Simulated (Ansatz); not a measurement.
# Lattice dynamics of ZnSe (Stilleite, F-43m), part 3 of 3

Wanted: vibrations and spectra of ZnSe (Stilleite, F-43m); the cell is already relaxed. After the zone centre comes a 4×4×4 q mesh on a 12×12×12 k mesh.

Ansatz 0.2.0; DFT LDA, scalar-relativistic, plane waves, PAW.

So far, highest frequency on the path or at a solved wavevector (cm⁻¹): step 3 (phonons on a q mesh) 253.

## (4) The same by displaced supercells

Finite displacements in a 2×2×2 supercell give force constants from forces alone. They are exact at the wavevectors that the supercell holds, where they check the linear-response result.

input.yaml reads:

```yaml
crystal:
  lattice:
    - [0.0, 2.783768019, 2.783768019]
    - [2.783768019, 0.0, 2.783768019]
    - [2.783768019, 2.783768019, 0.0]
  atoms:
    - { symbol: Zn, position: [0.0, 0.0, 0.0] }
    - { symbol: Se, position: [0.25, 0.25, 0.25] }
kpoints:
  mp_grid: { grid: [12, 12, 12] }
hamiltonian:
  xc: lda
scf:
  occupations: { method: fixed }
output:
  eigenvalues: true
phonons:
  method: fd
  supercell: [2, 2, 2]
  temperatures: { t_max: 1000, t_step: 50 }
  qpath:
    path:
      - [[0.0, 0.0, 0.0], [-0.5, -0.5, 0.0], [-0.375, -0.375, 0.25]]
      - [[-0.375, 0.0, 0.375], [0.0, 0.0, 0.0], [0.0, 0.0, 0.5], [-0.5, -0.25, 0.25], [-0.5, -0.5, 0.0]]
    npoints: 10
  non_analytic_term:
    high_frequency_dielectric_tensor: [[7.5186, 0.0, 0.0], [0.0, 7.5186, 0.0], [0.0, 0.0, 7.5186]]
    born_effective_charges:
      - { species: Zn, tensor: [[1.9729, 0.0, 0.0], [0.0, 1.9729, 0.0], [0.0, 0.0, 1.9729]] }
      - { species: Se, tensor: [[-1.9729, 0.0, 0.0], [0.0, -1.9729, 0.0], [0.0, 0.0, -1.9729]] }
    source: "zone-centre run at this cell"
```

Started as:

```console
> ansatz run input.yaml --threads 4 --pin off --max-ram 7168MiB --backend cpu --events-out ev --progress --plain --runs-dir out
```

Numbers of over 12 decimals in the logs are rounded to 6 here.

What it wrote:

```text
[...]
Crystal: 16 atoms, lattice volume = 345.159 Å³
Basis set: ecut = 420 eV, 6735 PW (Γ)
Bands: 135, of which v1, the nominal top of the filled ones, is band 112 counted from 1 (111 counted from 0)
Symmetry: 192 space group operations
k-points: 16 of 216 (time reversal used)
[...]
SCF iter   1: F=—  HF=-69046.809795 eV  |F-HF|=—  |Δ(HF+E_count)|=         —  Δρ=5.21e-8  dr2=7.03e-12  ethr=1.00e-12  ⟨swp⟩=3.0  Hψ=5467  notcnv=0
[...]
SCF iter   2: F=-69046.809795 eV  HF=-69046.809795 eV  |F-HF|=1.46e-11  |Δ(HF+E_count)|=  2.91e-11  Δρ=2.99e-8  dr2=1.99e-12  ethr=1.00e-12  ⟨swp⟩=4.7  Hψ=7493  notcnv=0
SCF 1 converged in 2 iterations: F = -69046.809795 eV  dr2 = 1.99e-12
[...]
Symmetry: 6 space group operations
k-points: 32 of 216 (time reversal used)
iter 1 solved again at ethr=3.50e-9 eV; its pass at ethr=3.10e-3 eV (dr2=7.85e-6 eV) is discarded
[...]
SCF iter   9: F=-69046.809774 eV  HF=-69046.809774 eV  |F-HF|=1.46e-11  |Δ(HF+E_count)|=  1.46e-11  Δρ=3.64e-8  dr2=3.12e-12  ethr=1.00e-12  ⟨swp⟩=5.6  Hψ=20231  notcnv=0
SCF 2 converged in 9 iterations: F = -69046.809774 eV  dr2 = 3.12e-12
[...]
SCF iter   5: F=-69046.809774 eV  HF=-69046.809774 eV  |F-HF|=0.00e0  |Δ(HF+E_count)|=  1.46e-11  Δρ=3.54e-8  dr2=1.43e-12  ethr=1.00e-12  ⟨swp⟩=6.5  Hψ=20054  notcnv=0
SCF 3 converged in 5 iterations: F = -69046.809774 eV  dr2 = 1.43e-12
[...]
SCF iter   9: F=-69046.809767 eV  HF=-69046.809767 eV  |F-HF|=2.91e-11  |Δ(HF+E_count)|=    0.00e0  Δρ=2.42e-8  dr2=1.92e-12  ethr=1.00e-12  ⟨swp⟩=5.1  Hψ=21920  notcnv=0
SCF 4 converged in 9 iterations: F = -69046.809767 eV  dr2 = 1.92e-12
[...]
SCF iter   4: F=-69046.809767 eV  HF=-69046.809767 eV  |F-HF|=1.46e-11  |Δ(HF+E_count)|=  1.46e-11  Δρ=2.70e-8  dr2=1.74e-12  ethr=1.00e-12  ⟨swp⟩=6.7  Hψ=21722  notcnv=0
SCF 5 converged in 4 iterations: F = -69046.809767 eV  dr2 = 1.74e-12
[...]
SCF converged after 2 iterations
Free energy (F): -69046.809795 eV
[...]
Internal energy: -69046.809795 eV  (E = F + TS)
E sigma→0 (E₀):  -69046.809795 eV
Fermi energy:    7.206658 eV
[...]
--- Band table (eV; the first three rows and the last of 16) ---
  k-point 0: bands = [... 108 lower, 6.2523, 7.2067, 7.2067, 7.2067, 8.4569, 9.6560, 9.6560, 9.6560, ... 19 higher]
  k-point 1: bands = [... 108 lower, 6.3055, 6.4016, 7.1272, 7.1272, 9.1024, 9.6984, 10.1050, 10.1050, ... 19 higher]
  k-point 2: bands = [... 108 lower, 6.4566, 6.4566, 6.9256, 6.9256, 9.7479, 9.8078, 10.4637, 10.4637, ... 19 higher]
  k-point 15: bands = [... 108 lower, 6.0303, 6.0303, 6.2907, 6.2907, 11.3331, 11.3331, 11.4138, 11.4138, ... 19 higher]
--- Phonons: 4 displaced members + reference (amplitude 0.0025 Å, Σ member SCF iterations 27) ---
  symmetry images taken by strict's conditions (phonons.symmetry_images: auto; settled by the asymmetry read); asymmetry of the core-correction force 5.5e-7 eV/Å at the most on a site, 5.8e-6 eV/Å summed over every site of the supercell
  ASR residual: 6.036e-5 → 0.000e0 eV/Å²; symmetrization residual: 1.337e-5 eV/Å²
  largest component of a force at the reference: 1.1e-16 eV/Å
  ASR residual per site (eV/Å²): 2.40e-5 6.04e-5
  Γ frequencies (cm⁻¹): 0.00 0.00 0.00 217.86 217.86 217.86
[...]
```

The job ended after 2.9 min (4 threads of Arm Neoverse V1, shared host; peak memory 2 GiB; 11 min of CPU time).

Numbers from this step:

- atoms in the supercell: 16
- sum-rule residual before enforcement: 6.04e-5 eV/Å²

Interpolated from a 2×2×2 supercell, rough between the solved points, with the LO-TO term (at Γ the limit along the path; where Γ stands inside the path, tables give the limit on arrival). The phonon branches at the labelled points (cm⁻¹):

| point | branch 1 | branch 2 | branch 3 | branch 4 | branch 5 | branch 6 |
| --- | --- | --- | --- | --- | --- | --- |
| Γ | 0 | 0 | 0 | 218 | 218 | 253 |
| halfway | 51 | 51 | 120 | 220 | 220 | 242 |
| X | 70 | 70 | 200 | 205 | 223 | 223 |
| halfway | 69 | 83 | 194 | 200 | 223 | 228 |
| U | 67 | 105 | 179 | 198 | 222 | 233 |
| jump to K | 67 | 105 | 179 | 198 | 222 | 233 |
| halfway | 44 | 77 | 118 | 219 | 224 | 234 |
| Γ | 0 | 0 | 0 | 218 | 218 | 253 |
| halfway | 39 | 39 | 114 | 219 | 219 | 242 |
| L | 54 | 54 | 175 | 220 | 220 | 221 |
| halfway | 64 | 95 | 167 | 206 | 222 | 231 |
| W | 84 | 103 | 180 | 188 | 228 | 232 |
| halfway | 77 | 86 | 193 | 194 | 226 | 229 |
| X | 70 | 70 | 200 | 205 | 223 | 223 |

The phonon branches as a text plot (rows in cm⁻¹):

```
    248 |******                   **********
    237 |      **        ****   **          ***        ***
    227 |        *********** ****              ** ***************
    216 |********   *       **************************
    205 |            **     *                        ***       **
    195 |            *******                            **  *****
    184 |           *   **                                ****
    174 |         **      *                     ******  **
    163 |        *         *                   *      **
    153 |                   *                 *
    142 |       *            **
    132 |                      *             *
    121 |      *                *
    111 |                  **               *
    100 |    **          **  **  *                    *******
     90 |               *      *           *         *       *
     79 |   *          *        * **                *    ******
     68 |         **********              *        *  ***      **
     58 |       **          ***  *  *           ******
     47 |  * ***               ** **     *   ***
     37 |   *                    *         **
     26 | **                      ****  * *
     16 | *                         **   *
      5 |*                           ****
         Γ           X  U|K            Γ         L        W     X
```

The phonon density of states has structure finer than the step of the table below, so its rows give means over 5 cm⁻¹, whole bins alone (the curve runs from 1 to 253 cm⁻¹). Peaks (cm⁻¹: height): 69.0: 0.0504, 167.0: 0.0420, 221.0: 0.239, 229.0: 0.110.

Tetrahedra on a 20×20×20 mesh, mean over bins of 2 cm-1. Interpolated from a 2×2×2 supercell, rough between the solved points. Phonon density of states against wavenumber; means over each step:

| wavenumber (cm⁻¹) | phonon density of states (1/cm⁻¹/cell) |
| --- | --- |
| 5 | 1.1e-4 |
| 10 | 4.5e-4 |
| 15 | 0.00106 |
| 20 | 0.00206 |
| 25 | 0.00343 |
| 30 | 0.00528 |
| 35 | 0.00777 |
| 40 | 0.0112 |
| 45 | 0.0163 |
| 50 | 0.0249 |
| 55 | 0.0409 |
| 60 | 0.0459 |
| 65 | 0.0483 |
| 70 | 0.0446 |
| 75 | 0.0303 |
| 80 | 0.0232 |
| 85 | 0.0192 |
| 90 | 0.0196 |
| 95 | 0.0207 |
| 100 | 0.0229 |
| 105 | 0.0228 |
| 110 | 0.00989 |
| 115 | 0.00397 |
| 120 | 0.00442 |
| 125 | 0.00511 |
| 130 | 0.00601 |
| 135 | 0.00704 |
| 140 | 0.00833 |
| 145 | 0.00993 |
| 150 | 0.0120 |
| 155 | 0.0148 |
| 160 | 0.0192 |
| 165 | 0.0304 |
| 170 | 0.0264 |
| 175 | 0.0134 |
| 180 | 0.00833 |
| 185 | 0.00503 |
| 190 | 0.00500 |
| 195 | 0.0108 |
| 200 | 0.0201 |
| 205 | 0.0236 |
| 210 | 0.0252 |
| 215 | 0.0370 |
| 220 | 0.189 |
| 225 | 0.122 |
| 230 | 0.102 |
| 235 | 0.0405 |
| 240 | 0.0128 |
| 245 | 0.0102 |
| 250 | 0.00595 |

At Γ the two methods differ by at most 0.0 cm⁻¹.

## (5) What came out

- space group (within 0.01 Å): F-43m
- volume per atom: 21.6 Å³
- gap on the k-mesh: 1.25 eV
- highest optical mode at the zone centre (no LO-TO term): 218 cm⁻¹
- top of the zone-centre spectrum with the field: 253 cm⁻¹
- lowest optical zone-centre mode: 218 cm⁻¹
- mean high-frequency dielectric constant: 7.52
- mean static dielectric constant: 10.1
- largest Born charge (third of the trace): 1.97 e
- lowest mode on the q mesh (acoustic modes at Γ apart): 44.0 cm⁻¹
- highest frequency on the path or at a solved wavevector: 253 cm⁻¹
- zero-point energy per atom: 29.7 meV
- heat capacity at 300 K: 23.6 J/(mol atoms K)
- vibrational entropy at 300 K: 35.6 J/(mol atoms K)
- Debye temperature (second moment): 324 K
- imaginary modes on the 4×4×4 q mesh: none

In words: The structure is a minimum as far as tested: no mode is imaginary at the 8 irreducible wavevectors of the 4×4×4 mesh, and the softest away from the acoustic zeros lies at 44 cm⁻¹. Without the field, the optical modes at Γ form one degenerate level at 218 cm⁻¹. With the macroscopic field of the longitudinal modes the top of the zone-centre spectrum lies at 253 cm⁻¹, against 218 cm⁻¹ without it. Lattice motion raises the mean dielectric constant from 7.519 to 10.13. The strongest infrared line is at 218 cm⁻¹. Finite displacements and linear response differ by 0.0 cm⁻¹ in the highest zone-centre mode. With the field response the log warns that the k mesh is coarse for the force constants too, so the frequencies may not be converged. The program warns that the interpolation holds no quadrupole term, so branches close to Γ can be off in this crystal. These are harmonic frequencies at zero temperature: anharmonic shifts, linewidths and thermal expansion are left out.

[Logs are printed without paths, hosts, clocks, repeated set-up lines and the standing remarks that a program may print on its own settings, such as how far it seeks lower states.]

[Hosts, paths, dates, database ids (printed as entryN), source tags and the programs' standing remarks are cut or masked in the printed files.]
